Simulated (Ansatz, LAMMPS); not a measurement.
# Glassy 77SiO2-6SrO-3MgO-10CaO-3Fe2O3 (mol %) (89 atoms) in motion

Wanted: a short trajectory of glassy 77SiO2-6SrO-3MgO-10CaO-3Fe2O3 (mol %) (89 atoms) with its pair distributions.

Calculated with Ansatz 0.2.0; Kohn-Sham DFT, PBE, PAW (set soft_2), plane waves.

## 1. The structure

The cell holds 89 atoms: 24 Si, 2 Sr, 1 Mg, 3 Ca, 2 Fe and 57 O. Cell: a = 10.523 Å, b = 10.523 Å, c = 10.523 Å, α = 90.0°, β = 90.0°, γ = 90.0°. 89 atoms (24 Si, 2 Sr, 1 Mg, 3 Ca, 2 Fe, 57 O) placed at random at 2.58 g/cm³, melted at 4000 K for 10 ps at fixed volume with the Morse and Coulomb pair potential with partial charges (Pedone, Malavasi, Menziani, Cormack and Segre, J. Phys. Chem. B 110, 11780 (2006)). Quenched from 4000 K to 300 K at 100 K/ps and fixed volume, held 10 ps at zero pressure, then minimised at fixed cell.

Before any run, some limits are plain. The quench rate of 100 K/ps far exceeds what a furnace or splat quench reaches, so expect more defects and frozen-in strain than in a real sample. The network of bonds at the start is that of the classical potential that made the cell, and needn't be the one that DFT or experiment would give. Without a Hubbard term or exact exchange, open shells on Fe are likely too delocalised. The Brillouin zone is sampled at Γ only, in a cell whose shortest periodic width is 11 Å.

## 2. Single point at the start

A single point comes first, to see the forces before anything moves.

input.yaml

```yaml
crystal:
  lattice:
    - [10.5227, 0.0, 0.0]
    - [0.0, 10.5227, 0.0]
    - [0.0, 0.0, 10.5227]
  atoms:
    - { symbol: Si, position: [0.72651, 0.55933, 0.64587] }
    - { symbol: Si, position: [0.95708, 0.93359, 0.24512] }
    - { symbol: Si, position: [0.20732, 0.89777, 0.9034] }
    - { symbol: Si, position: [0.31767, 0.89981, 0.62277] }
    [... 79 atom lines left out ...]
    - { symbol: O, position: [0.72274, 0.1396, 0.21372] }
    - { symbol: O, position: [0.03679, 0.71192, 0.43266] }
    - { symbol: O, position: [0.97219, 0.84339, 0.6409] }
    - { symbol: O, position: [0.85146, 0.91389, 0.35006] }
    - { symbol: O, position: [0.95799, 0.09184, 0.22441] }
    - { symbol: O, position: [0.5163, 0.09165, 0.35713] }
magnetization:
  spin_polarized: true
kpoints:
  mp_grid: { grid: [1, 1, 1] }
hamiltonian:
  xc: pbe
scf:
  occupations: { method: fermi_dirac, width: 0.025 }
  lower_state_search: "off"
output:
  forces: true
```

Launch:

```console
$ ansatz run input.yaml --threads 4 --pin off --max-ram 8192MiB --backend cpu --events-out ev --progress --plain --runs-dir out
```

Run time: 46 s. Hardware: 4 threads of Arm Neoverse V2, shared host; peak memory 2.5 GiB.

Numbers from this run:

- free energy: -71113.7897 eV
- free energy per atom: -799.0313 eV/atom
- SCF cycles: 24
- r.m.s. force component: 0.9298 eV/Å
- longest force: 3.166 eV/Å
- Fermi energy: 5.435 eV
- absolute moment: 9.966 μB

The r.m.s. force component of 0.93 eV/Å sets the starting point.

Length of the force by element:

```
element  coordination  atoms  mean length of the force (eV/Å)  spread  least   most
     Ca           all      3                             1.06   0.398  0.639   1.60
     Fe           all      2                             0.98   0.127  0.853   1.11
     Mg           all      1                            0.856       0  0.856  0.856
      O           all     57                             1.52   0.629  0.351   3.17
     Si           all     24                             1.54   0.712  0.215   2.79
     Sr           all      2                            0.744   0.155  0.589  0.899
```

## 3. Dynamics started at 600 K

A Nosé–Hoover thermostat steers the temperature while disturbing the dynamics little. The time step is 1.0 fs.

Edit input.yaml of step 2 so:

```diff
@@ -18 +18,8 @@
   forces: true
+md:
+  timestep: 1.0
+  n_steps: 60
+  ensemble: nvt_nose_hoover
+  temperature: 600
+  initial_velocities: maxwell_boltzmann
+  seed: 6457
```

The job ended after 20 min (4 threads; peak memory 2.5 GiB).

The program notes that it switched symmetry off.

Rows from the run:

```
time (fs)  T (K)  potential (meV/atom)  conserved (meV/atom)
      0.0    600                   0.0                  0.00
      4.0    571                   3.7                  0.05
      8.0    550                   6.5                  0.07
     12.0    562                   4.9                  0.03
     16.0    541                   7.6                  0.04
     20.0    492                  14.0                  0.06
     24.0    448                  19.7                  0.06
     28.0    421                  23.3                  0.06
     32.0    410                  24.9                  0.06
     36.0    417                  24.2                  0.07
     40.0    460                  19.0                  0.05
     44.0    502                  14.0                  0.03
     48.0    513                  13.1                  0.04
     52.0    505                  14.5                  0.05
     56.0    488                  17.3                  0.06
     60.0    478                  19.1                  0.05
```

Mean square displacement from the first frame to the last: Si 0.023 Å², Sr 0.040 Å², Mg 0.062 Å², Ca 0.048 Å², Fe 0.064 Å², O 0.048 Å².

Mean square displacement against time lag:

```
time lag (fs)  Ca (Å²)  Fe (Å²)  Mg (Å²)   O (Å²)  Si (Å²)  Sr (Å²)
          1.0   2.5e-5   2.5e-5   8.3e-5   7.4e-5   4.6e-5   1.6e-5
          2.0   9.9e-5   1.0e-4   3.3e-4   2.9e-4   1.8e-4   6.4e-5
          3.0   2.2e-4   2.3e-4   7.3e-4   6.6e-4   4.1e-4   1.4e-4
          5.0   6.1e-4   6.3e-4  0.00199  0.00179  0.00111   3.9e-4
          7.0  0.00119  0.00124  0.00380  0.00342  0.00211   7.7e-4
          8.0  0.00155  0.00162  0.00489  0.00440  0.00270  0.00100
          9.0  0.00195  0.00205  0.00609  0.00547  0.00335  0.00126
         10.0  0.00240  0.00252  0.00739  0.00661  0.00405  0.00156
         13.0  0.00399  0.00423   0.0118   0.0104  0.00633  0.00260
         14.0  0.00459  0.00489   0.0133   0.0117  0.00713  0.00301
         15.0  0.00523  0.00560   0.0150   0.0131  0.00794  0.00344
         16.0  0.00591  0.00635   0.0166   0.0144  0.00876  0.00390
         17.0  0.00661  0.00714   0.0182   0.0157  0.00957  0.00438
         20.0  0.00890  0.00974   0.0232   0.0195   0.0119  0.00599
         21.0  0.00971   0.0107   0.0248   0.0206   0.0127  0.00658
         22.0   0.0105   0.0117   0.0264   0.0217   0.0134  0.00718
         23.0   0.0114   0.0127   0.0279   0.0228   0.0141  0.00781
         25.0   0.0132   0.0148   0.0308   0.0247   0.0154  0.00914
         27.0   0.0150   0.0170   0.0335   0.0264   0.0165   0.0105
         28.0   0.0159   0.0181   0.0347   0.0271   0.0170   0.0113
         30.0   0.0179   0.0205   0.0370   0.0285   0.0180   0.0128
```

Over the second half of 60 fs the temperature averages 471 K, rising from about 412 to 486 K (means over the first and last quarter of that half). The conserved energy stays within 0.07 meV/atom. From first frame to last Fe has the largest mean square displacement, 0.064 Å² at the end; the farthest move is 0.43 Å. The mean temperature of 471 K lies well off the 600 K of the input, so the thermostat hasn't yet brought the run to equilibrium. The run spans 0.06 ps, too short for its means to be equilibrium values.

## 4. Structure statistics late in the run

The g(r) is a mean over the second half.

Density 2.88 g/cm³, 13.09 Å³ an atom.

Mean of 17 frames. g(r), total and by pair (bins of 0.2 Å):

```
r (Å)  total   O-O  O-Si  O-Ca  O-Fe  O-Sr  O-Mg
 1.40   0.01  0.00  0.04  0.00  0.00  0.00  0.00
 1.60   3.17  0.00  9.18  0.00  0.00  0.00  0.00
 1.80   1.00  0.00  2.68  0.00  2.08  0.00  1.23
 2.00   0.26  0.00  0.03  0.18  5.16  0.00  6.21
 2.20   0.14  0.02  0.01  1.42  1.75  0.00  0.82
 2.40   0.47  0.47  0.05  3.29  1.56  2.57  0.00
 2.60   1.51  3.32  0.02  1.73  0.42  1.24  1.19
 2.80   1.36  2.64  0.32  0.65  0.16  1.53  0.00
 3.00   1.04  1.25  0.38  1.87  0.00  0.17  0.74
 3.20   0.84  0.81  0.47  0.62  0.32  0.61  0.94
 3.40   0.82  0.71  0.92  0.52  0.70  1.33  0.20
 3.60   0.99  0.66  1.31  0.58  1.04  1.21  1.78
 3.80   0.94  0.47  1.48  0.66  1.41  1.00  1.07
 4.00   1.13  0.62  1.79  0.95  1.16  1.52  1.53
 4.20   1.17  0.70  1.69  0.97  1.64  1.11  0.71
 4.40   1.06  0.93  1.18  1.10  1.33  1.37  2.29
 4.60   0.91  1.08  0.71  1.38  0.88  0.34  0.99
 4.80   1.02  1.25  0.64  1.33  1.40  1.58  0.99
 5.00   1.08  1.43  0.60  1.14  0.77  1.83  0.73
 5.20   1.01  1.35  0.69  0.93  0.69  0.67  0.89
```

## 5. Single point at the last frame

The last frame is solved once more, with the analyses that the dynamics left out.

input.yaml

```yaml
crystal:
  lattice:
    - [10.5227, 0.0, 0.0]
    - [0.0, 10.5227, 0.0]
    - [0.0, 0.0, 10.5227]
  atoms:
    - { symbol: Si, position: [0.72574, 0.56935, 0.64839] }
    - { symbol: Si, position: [0.94985, 0.94001, 0.24372] }
    - { symbol: Si, position: [0.20443, 0.89398, 0.90216] }
    - { symbol: Si, position: [0.32122, 0.87985, 0.61831] }
    [... 79 atom lines left out ...]
    - { symbol: O, position: [0.71671, 0.12496, 0.20371] }
    - { symbol: O, position: [0.0153, 0.73406, 0.42348] }
    - { symbol: O, position: [0.97839, 0.86192, 0.64375] }
    - { symbol: O, position: [0.82411, 0.91946, 0.3556] }
    - { symbol: O, position: [0.9588, 0.1024, 0.22444] }
    - { symbol: O, position: [0.5251, 0.08024, 0.35779] }
magnetization:
  spin_polarized: true
kpoints:
  mp_grid: { grid: [1, 1, 1] }
hamiltonian:
  xc: pbe
scf:
  occupations: { method: fermi_dirac, width: 0.025 }
  lower_state_search: "off"
output:
  forces: true
  stress: true
  populations: true
  dos:
    method: { smearing: { sigma: 0.1 } }
    de: 0.1
    projected: { site_lists: { Ca: [Ca], Fe: [Fe], Mg: [Mg], O: [O], Si: [Si] } }
  eigenvalues: true
  write_density: true
  write_potential: true
  volumetric_format: npy
  elf: true
```

It took 52 s on 4 threads; peak memory 2.5 GiB.

Numbers from this run:

```
free energy                                      : -71112.0872 eV
free energy per atom                             : -799.0122 eV/atom
SCF cycles                                       : 24
pressure                                         : 1.814 GPa
r.m.s. force component                           : 1.089 eV/Å
longest force                                    : 5.573 eV/Å
Fermi energy                                     : 5.604 eV
gap (highest filled to lowest empty level) : 0.5841 eV
absolute moment                                  : 9.872 μB
spilling of the projection                       : 0.01269
```

Length of the force by element:

```
element  coordination  atoms  mean length of the force (eV/Å)  spread  least   most
     Ca           all      3                            0.970   0.321  0.579   1.37
     Fe           all      2                             1.04  0.0386  0.999   1.08
     Mg           all      1                            0.927       0  0.927  0.927
      O           all     57                             1.43   0.821  0.173   5.52
     Si           all     24                             2.27    1.14  0.289   5.57
     Sr           all      2                            0.811   0.047  0.764  0.858
```

Löwdin charges by element (they lack the spilled electrons, 0.076 e an atom on average):

```
element  coordination  atoms  mean charge (e)  spread  least    most
     Ca           all      3             1.77  0.0027   1.77    1.78
     Fe           all      2             1.52  0.0203   1.50    1.54
     Mg           all      1             1.64       0   1.64    1.64
      O           all     57           -0.840  0.0722  -1.03  -0.764
     Si           all     24             1.71  0.0471   1.60    1.78
     Sr           all      2             1.83  0.0079   1.82    1.84
```

Magnetic moments by element:

```
element  coordination  atoms  mean moment (μB)  spread    least     most
     Ca           all      3           -5.0e-4  6.0e-4  -0.0014   1.0e-4
     Fe           all      2            0.0198    3.60    -3.58     3.62
     Mg           all      1           -1.0e-4       0  -1.0e-4  -1.0e-4
      O           all     57           -5.0e-4  0.0491   -0.169    0.151
     Si           all     24            1.0e-4  0.0013  -0.0032   0.0048
     Sr           all      2           -8.0e-4  0.0015  -0.0023   8.0e-4
```

States in the cell by windows of 1 eV, zero at the Fermi level; the larger projections on atomic orbitals stand beside the total:

```
from (eV)  to (eV)  total up  total down   O p  Si p  Fe d   O s
      -18      -17       9.7         9.5   0.4   1.6   0.0  10.6
      -17      -16       4.4         4.1   0.1   0.4   0.0   3.0
      -16      -15       1.0         1.0   0.0   0.1   0.0   1.1
      -15      -12       0.0         0.0   0.0   0.0   0.0   0.0
      -12      -11       2.0         2.0   2.6   0.2   0.0   0.2
      -11      -10       5.3         5.3   7.1   0.6   0.0   0.5
      -10       -9       6.4         6.3   8.8   1.2   0.0   0.6
       -9       -8       8.4         8.4  12.2   2.4   0.0   0.6
       -8       -7      13.7        14.1  20.9   5.0   0.4   0.5
       -7       -6      11.9        12.2  18.0   3.1   1.2   0.8
       -6       -5      23.8        23.7  38.0   3.7   2.3   1.7
       -5       -4      31.3        28.8  51.5   2.6   2.7   1.5
       -4       -3      28.2        30.4  52.5   1.6   1.9   0.9
       -3       -2      25.8        25.0  46.6   1.0   1.5   0.5
       -2       -1      14.4        14.3  26.1   0.6   1.2   0.2
       -1        0       4.9         5.2   9.1   0.2   0.5   0.1
        0        1       3.0         3.7   1.1   0.1   5.4   0.0
        1        2       1.3         1.3   0.6   0.0   1.8   0.1
        2        3       1.7         1.0   0.2   0.1   0.4   0.5
        3        4       1.0         1.0   0.1   0.2   0.0   0.2
        4        5      11.1        11.2   1.6   3.7   0.0   2.0
```

Between -26 and -18 eV lie 114 more states.

The stored curve holds about 496 of the 530 electrons; the rest, give or take the few that broadening carries across the Fermi level, lie in deeper levels below its range.

Not all projections were asked for or kept, so they needn't add up to the total.

The levels nearest the highest filled one (over half full), pooled over k-points and spins:

```
level less the highest filled one (eV)  occupation
                                -0.523           1
                                -0.304           1
                                -0.240           1
                                -0.237           1
                                -0.002           1
                                     0           1
                                 0.584           0
                                 0.665           0
                                 0.876           0
                                 0.924           0
                                 0.985           0
                                  1.09           0
```

Mean Löwdin charges: Ca +1.77, Fe +1.52, Mg +1.64, O -0.84, Si +1.71, Sr +1.83 e (they miss 1.3 % of the electrons, so they add up to more than the cell's charge). The cell holds a total moment of -1.1e-5 μB, from site moments of up to 3.6 μB that point both ways; no search proves this magnetic order the lowest. The largest share in the top eV of filled states is O p (92 % of the projected weight), and in the lowest eV of empty states Fe d (80 % of the projected weight).

## 6. What came out

| Property | Result |
| --- | --- |
| mean temperature, second half | 470.5 K |
| temperature swing, second half | 38.17 K |
| slope of the conserved energy against time, by least squares | 0.192 meV/atom/ps |
| free energy per atom | -799.0122 eV/atom |
| pressure | 1.814 GPa |
| r.m.s. force component | 1.089 eV/Å |
| gap (highest filled to lowest empty level) | 0.5841 eV |
| wall time of the 3 DFT runs | 21 min |

Over the second half of 60 fs the temperature averages 471 K, rising from about 412 to 486 K (means over the first and last quarter of that half). The conserved energy stays within 0.07 meV/atom. The mean temperature of 471 K lies well off the 600 K of the input, so the thermostat hasn't yet brought the run to equilibrium. The run spans 0.06 ps, too short for its means to be equilibrium values. Between filled and empty levels lie 0.584 eV (at Γ alone); a semilocal functional tends to put such gaps too low. In a disordered cell it changes from sample to sample, and tail or defect levels can set it. The cell holds a total moment of -1.1e-5 μB, from site moments of up to 3.6 μB that point both ways; no search proves this magnetic order the lowest.

Caveats: In the spin-polarised runs the search for a state of lower energy was switched off. The run was spin polarised, started with 1 moments up and 1 down in a pattern of our own, ending at 0.0 μB in the cell; that starting order needn't be the real material's, and it bears on forces, charges and levels. With open d shells in the cell, the gap can be one between d levels of these ions, not the gap of the host. The pressure of 1.8 GPa is that of one thermal frame at a volume set beforehand, without the kinetic term.

[Logs are printed without paths, hosts, clocks, repeated set-up lines and the standing remarks that a program may print on its own settings, such as how far it seeks lower states.]

[Hosts, paths, dates, database ids (printed as entryN), source tags and the programs' standing remarks are cut or masked in the printed files.]
